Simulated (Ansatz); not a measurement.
# KI: optical spectrum from first principles

Wanted: where KI starts to absorb, how strongly, and its refractive index.

Calculated with Ansatz 0.2.0; DFT, PBE, plane-wave PAW, default files, scalar-relativistic, independent-particle optical response without local fields.

**1. Starting point**

The structure is cubic, space group Fm-3m (No. 225). Conventional cell: a = 7.066 Å, b = 7.066 Å, c = 7.066 Å, α = 90.00°, β = 90.00°, γ = 90.00°. I has 6 K at 3.53 Å nearest. Nearest to K lie 6 I at 3.53 Å. Farther neighbours and most contacts between anions are not listed.

**2. Ground state and bands**

First the ground state: is it a metal or has it a gap?

This step: DFT, PBE, plane-wave PAW, default files, scalar-relativistic, ground state (Ansatz 0.2.0).

File input.yaml:

```yaml
crystal:
  lattice:
    - [0.0, 3.532775, 3.532775]
    - [3.532775, 0.0, 3.532775]
    - [3.532775, 3.532775, 0.0]
  atoms:
    - { symbol: I, position: [0.5, 0.5, 0.5] }
    - { symbol: K, position: [0.0, 0.0, 0.0] }
kpoints:
  mp_grid: { grid: [6, 6, 6] }
  band_path:
    path:
      - [[0.0, 0.0, 0.0], [0.5, 0.0, 0.5], [0.5, 0.25, 0.75], [0.375, 0.375, 0.75], [0.0, 0.0, 0.0], [0.5, 0.5, 0.5], [0.625, 0.25, 0.625], [0.5, 0.25, 0.75], [0.5, 0.5, 0.5], [0.375, 0.375, 0.75]]
      - [[0.625, 0.25, 0.625], [0.5, 0.0, 0.5]]
    npoints: 6
scf:
  occupations: { method: fermi_dirac, width: 0.05 }
  n_extra_bands: 6
hamiltonian:
  xc: pbe
  pseudopotentials: { kind: paw }
output:
  forces: true
  stress: true
  populations: true
  write_bands: true
  write_density: true
  write_potential: true
  elf: true
  volumetric_format: npy
```

Command:

```bash
$ ansatz run input.yaml --threads 4 --pin off --max-ram 8192MiB --backend cpu --events-out ev --progress --plain --runs-dir out
```

Numbers of over 12 decimals in the logs are rounded to 6 here.

What it wrote:

```text
scf.n_extra_bands = 6 over 13 filled bands (N_el = 26.0): the run solves 19 bands
Engine: ansatz 0.2.0, x86_64-unknown-linux-gnu
Pseudopotentials: kind: paw
Pseudopotential: I, paw, valence charge 17, recommended cutoff 420 eV (normal), I.paw.azcp
Pseudopotential: K, paw, valence charge 9, recommended cutoff 420 eV (normal), K.paw.azcp
Functional definition: PBE
  parameter kappa = 0.804
  parameter beta = 0.066725
  exchange = pbe_x(kappa = kappa, mu = beta*pi^2/3)
  correlation = pbe_c(beta = beta)
Crystal: 2 atoms, lattice volume = 88.182 Å³
Basis set: ecut = 420 eV, 1759 PW (Γ), exchange–correlation on 72×72×72 points (8 copies of the dense FFT grid, shifted against one another)
Bands: 19, of which v1, the nominal top of the filled ones, is band 13 counted from 1 (12 counted from 0)
Symmetry: 48 space group operations
Space group: Fm-3m (ITA 225), of the structure as read, at distance tolerance 4.5e-5 Å
k-points: 16 of 216
Non-local potential: I, projectors of the file, l = 0: 2, l = 1: 2, l = 2: 2, l = 3: 2
Non-local potential: K, projectors of the file, l = 0: 3, l = 1: 2, l = 2: 2
PAW form: soft (Blöchl's): semilocal exchange-correlation on the pseudo side does not see the compensation charge
PAW one-centre angular grid: I, 590 points (default); XC on 64 Gauss nodes
PAW one-centre angular grid: K, 110 points (default); XC on 64 Gauss nodes
Initial density: superposition of atomic densities (neutral atoms: chi_scale 0, normalization atom), corrected by the library's trained network
Initial wavefunctions: pseudopotential atomic-orbital guess
Functional: x = pbe(κ = 0.804, μ = 0.219515), c = pbe(β = 0.066725)
SCF iter   1: F=—  HF=-9053.690496 eV  |F-HF|=—  |Δ(HF+E_count)|=         —  Δρ=2.45e-4  dr2=4.79e-5  ethr=1.77e-3  ⟨swp⟩=7.4  Hψ=1781  notcnv=0  defer=2
preconditioner: auto → none  [insulator: Δε(μ)=3.960 eV  Ē_g=14.328 eV  σ=0.050 eV  W_gap=1.00  n_scr=14 (ndim 8)  ℏωp=14.8 eV  f_vac=0.139  D(μ)=0.00/eV (n_scr^D=0)  ε∞_Penn≈2.1]
SCF iter   2: F=—  HF=-9053.690002 eV  |F-HF|=—  |Δ(HF+E_count)|=   4.95e-4  Δρ=3.18e-4  dr2=1.77e-4  ethr=1.84e-7  ⟨swp⟩=3.6  Hψ=869  notcnv=0  defer=5
SCF iter   3: F=—  HF=-9053.689947 eV  |F-HF|=—  |Δ(HF+E_count)|=   5.46e-5  Δρ=1.67e-4  dr2=4.48e-5  ethr=1.84e-7  ⟨swp⟩=2.0  Hψ=485  notcnv=0  defer=5
SCF iter   4: F=—  HF=-9053.689941 eV  |F-HF|=—  |Δ(HF+E_count)|=   5.70e-6  Δρ=2.46e-5  dr2=7.80e-7  ethr=1.72e-7  ⟨swp⟩=2.0  Hψ=485  notcnv=0  defer=5
iter 5 did not close the SCF: its close was put off for the readings that it lacked (scf_convergence_deferred on its scf_iter line)
SCF iter   5: F=-9053.689942 eV  HF=-9053.689942 eV  |F-HF|=6.60e-8  |Δ(HF+E_count)|=   9.98e-7  Δρ=6.81e-6  dr2=6.59e-8  ethr=3.00e-9  ⟨swp⟩=2.0  Hψ=485  notcnv=0  defer=5
SCF iter   6: F=-9053.689942 eV  HF=-9053.689942 eV  |F-HF|=1.68e-8  |Δ(HF+E_count)|=   2.42e-8  Δρ=2.83e-6  dr2=1.51e-8  ethr=2.54e-10  ⟨swp⟩=9.8  Hψ=2143  notcnv=0
SCF 1 converged in 6 iterations: F = -9053.689942 eV  dr2 = 1.51e-8
  greatest PAW one-centre occupation: 0.999 electrons in one spin orbital (limit 2), on the I atom at site 0 (counted from 0), in its partial waves of l = 2
NSCF: frozen V_eff on 62 k-points
SCF converged after 6 iterations
Free energy (F): -9053.689942 eV
Harris-Foulkes:  -9053.689942 eV  (|F-HF|=1.68e-8)
Internal energy: -9053.689942 eV  (E = F + TS)
E sigma→0 (E₀):  -9053.689942 eV
Fermi energy:    4.301434 eV
--- Per-component energies (eV) ---
  E_band       = -521.551905
  E_kinetic    = 443.092369
  E_local      = -2830.528669  (includes V_loc(G=0)·N_el)
  E_nonlocal   = -77.391115
  E_hartree    = 1342.096538
  E_xc         = -263.476397
  E_vxc        = -293.790997  (∫ρ·V_xc dr)
  E_paw        = -5599.050304  (= ΣΔE_a)
  E_vpaw       = -447.119085  (= ΣTr[D̂ρ^β])
  E_aug_tail   = -0.000007  (compensation charges beyond the density's cutoff)
  E_ewald      = -2068.432357
  E_smearing   = -0.000000  (= −TS)
  E_closure    = -0.000000  (closes the sum)
  Σ components = -9053.689942   (vs F -9053.689942, Δ=0.00e0)
--- Forces (eV/Å), atoms counted from 1 ---
  atom   1  I      0.00000000    -0.00000000    -0.00000000
  atom   2  K     -0.00000000     0.00000000     0.00000000
  max |Σ_I F_I| component: 5.45e-29 eV/Å
--- Stress (GPa, compression-positive) ---
        0.585840      -0.000000      -0.000000
       -0.000000       0.585840       0.000000
        0.000000       0.000000       0.585840
  P = ⅓ Tr σ = 0.5858 GPa (5.858 kbar)
--- Band table (eV; the first three rows and the last of 16) ---
  k-point 0: bands = [... 9 lower, -8.2352, 2.2666, 2.2666, 2.2666, 6.2335, 8.7737, 8.7737, 8.7737, ... 2 higher]
  k-point 1: bands = [... 9 lower, -8.1627, 1.8494, 2.1762, 2.1762, 6.8564, 8.6929, 9.0642, 9.0642, ... 2 higher]
  k-point 2: bands = [... 9 lower, -8.0245, 1.2129, 2.0087, 2.0087, 7.6207, 9.2921, 9.7694, 9.7694, ... 2 higher]
  k-point 15: bands = [... 9 lower, -8.0483, 1.3976, 1.7058, 1.7238, 7.9401, 8.6670, 9.6795, 10.5848, ... 2 higher]
--- Löwdin populations: 2 sites ---
  site symbol       q [e]
     0      I     17.6472
     1      K      8.3031
  spilling = 0.001913 (of n_electrons = 26.000000)
```

Wall time 4.4 s (4 threads of Intel Xeon Platinum 8488C (Sapphire Rapids), shared host); peak memory 0.46 GiB.

Reading the cycles: dr2 is the Hartree energy of the density residual (eV), the measure of convergence; HF is the Harris–Foulkes estimate of the energy, which meets the free energy F at convergence.

This step gave:

| Property | Result |
| --- | --- |
| free energy | -9053.6899 eV |
| Fermi energy | 4.301 eV |
| gap by band count | 3.967 eV |
| electrons | 26 |
| symmetry operations | 48 |
| pressure | 0.5858 GPa |
| gap on the k-mesh | 3.967 eV |
| volume | 88.18 Å³ |
| gap on the path | 3.967 eV |
| least direct gap on the path | 3.967 eV |

There is a gap, 3.97 eV on the path, so no carriers' term is needed. The cell is left with a pressure of 0.6 GPa, as it stands unrelaxed at this level.

The electronic bands at the labelled points (eV, zero at the Fermi level; v1 is the highest filled band, c1 the lowest empty one):

| point | v3 | v2 | v1 | c1 | c2 | c3 | c4 |
| --- | --- | --- | --- | --- | --- | --- | --- |
| Γ | -2.04 | -2.04 | -2.04 | 1.93 | 4.47 | 4.47 | 4.47 |
| halfway | -2.82 | -2.24 | -2.24 | 3.26 | 3.50 | 5.58 | 5.86 |
| X | -3.03 | -2.40 | -2.40 | 2.91 | 3.74 | 6.07 | 6.67 |
| halfway | -2.96 | -2.52 | -2.52 | 3.33 | 4.14 | 5.85 | 6.28 |
| W | -2.76 | -2.76 | -2.63 | 4.44 | 4.44 | 4.61 | 6.15 |
| halfway | -2.85 | -2.76 | -2.50 | 3.83 | 4.61 | 5.14 | 6.20 |
| K | -2.89 | -2.79 | -2.42 | 3.58 | 4.61 | 5.59 | 6.24 |
| halfway | -2.90 | -2.34 | -2.27 | 3.51 | 4.26 | 5.17 | 5.37 |
| Γ | -2.04 | -2.04 | -2.04 | 1.93 | 4.47 | 4.47 | 4.47 |
| halfway | -2.79 | -2.21 | -2.21 | 3.03 | 4.54 | 5.08 | 5.08 |
| L | -3.35 | -2.37 | -2.37 | 3.49 | 5.67 | 6.13 | 6.13 |
| halfway | -3.19 | -2.55 | -2.39 | 3.87 | 5.02 | 5.51 | 6.30 |
| U | -2.89 | -2.79 | -2.42 | 3.58 | 4.61 | 5.59 | 6.24 |
| halfway | -2.85 | -2.76 | -2.50 | 3.83 | 4.61 | 5.14 | 6.20 |
| W | -2.76 | -2.76 | -2.63 | 4.44 | 4.44 | 4.61 | 6.15 |
| halfway | -3.14 | -2.58 | -2.42 | 4.01 | 4.82 | 5.36 | 6.23 |
| L | -3.35 | -2.37 | -2.37 | 3.49 | 5.67 | 6.13 | 6.13 |
| halfway | -3.19 | -2.55 | -2.39 | 3.87 | 5.02 | 5.51 | 6.30 |
| K | -2.89 | -2.79 | -2.42 | 3.58 | 4.61 | 5.59 | 6.24 |
| jump to U | -2.89 | -2.79 | -2.42 | 3.58 | 4.61 | 5.59 | 6.24 |
| halfway | -2.99 | -2.52 | -2.41 | 3.11 | 3.98 | 6.18 | 6.30 |
| X | -3.03 | -2.40 | -2.40 | 2.91 | 3.74 | 6.07 | 6.67 |

The electronic bands as a text plot (rows in eV, shown from -3.4 to 5.2 only):

```
    5.0 |+ ++        + +  ++++++  +   ++    +++  +  + +    ++
    4.7 | +          +++++ ++  +++ ++++        +++++++       +
    4.3 |++         + +   ++++++++++++            +++         +
    3.9 |  ++   + ++ + +                    +++  +   +     ++  +
    3.6 |    +++ +  +   ++   ++         ++++   ++     +++++  +  +
    3.2 |    +++   +                   +                      ++
    2.9 |       +++            +      +                         +
    2.5 |  ++                       ++
    2.2 | +                     ++ +
    1.8 |+                        +
    1.5 |
    1.1 |
    0.7 |
    0.4 |
    0.0 |
   -0.3 |
   -0.7 |
   -1.0 |
   -1.4 |
   -1.8 |
   -2.1 |*****               **********
   -2.5 |  ** ******************    ** **************************
   -2.8 |    ***    *******  **       *      ********       ****
   -3.2 |       ****      ***          *******      *********   *
         Γ       X    W  K        Γ      L     U  W     L   K|U X
```

ELF in the ac plane of the conventional cell at fractional y = 0.000, with atoms of I and K within 0.2 Å of it. It is the smooth field of the valence electrons, not physical close to the nuclei.

Ten even steps from '_' (0.02) to '@' (0.86), each cell a mean:
```
%%@@@@--__==%%##++::::==##%%##::..##@@@@
@@@@##::__==%%%%##++++**##%%##..__++@@@@
##**--____--##%%%%####%%%%%%++..__..++##
..________..++##%%%%%%%%%%**--________..
::......____..--====++====::______....::
####**==..______________________--++####
%%%%%%##==..____::--==--..____::**%%%%%%
**##%%%%**..__--##@@@@%%++..__==%%%%####
--++##%%##..__**@@@@@@@@%%--__==%%%%**==
----**%%##::..##@@%%##@@@@==__++%%##++::
::==##%%##::..##@@@@%%@@@@--__==%%##++::
++**##%%##..__++@@@@@@@@##::__==%%%%##++
##%%%%%%++..__..++####**--____--##%%%%##
%%%%%%**--________....________..++##%%%%
++====::______....::::......____..--====
____________--++########**==..__________
==--..____::**%%%%%%%%%%%%##==..____::--
@@%%++..__==%%%%####**##%%%%**..__--##@@
@@@@%%--__==%%%%**==--++##%%##..__**@@@@
##@@@@==__++%%##++::----**%%##::..##@@%%
```

Valence density in the ac plane of the conventional cell at fractional y = 0.000, with atoms of I and K within 0.2 Å of it. It is the smooth field of the valence electrons, not physical close to the nuclei.

Ten steps, logarithmic in the rise over the least value, from '_' (0 e/Å³) to '@' (17 e/Å³), each cell a mean:
```
****==..____..--**@@@@##==::..____::++**
++==::______..::==****++--::..____..--++
--::..________..::------::..________..::
________________....::....______________
________________________________________
....________________________________....
::::..____________......__________..::::
==--::..______..::====--..______..::--==
%%**--::..____::==****++--..____..--++##
@@%%==::..____--++**##**==..____::--**@@
@@##==::..____::++******==..____..--**@@
**++--::..____..--++++==::______..::==**
----::..________..::--::..________..::--
::....______________________________....
________________________________________
________________........________________
....__________..::::::::..____________..
==--..______..::--====--::..______..::==
**++--..____..--++##%%**--::..____::==**
##**==..____::--**@@@@%%==::..____--++**
```

(Continued in part 2 of 2.)

[Logs are printed without paths, hosts, clocks, repeated set-up lines and the standing remarks that a program may print on its own settings, such as how far it seeks lower states.]

[Hosts, paths, dates, database ids (printed as entryN), source tags and the programs' standing remarks are cut or masked in the printed files.]
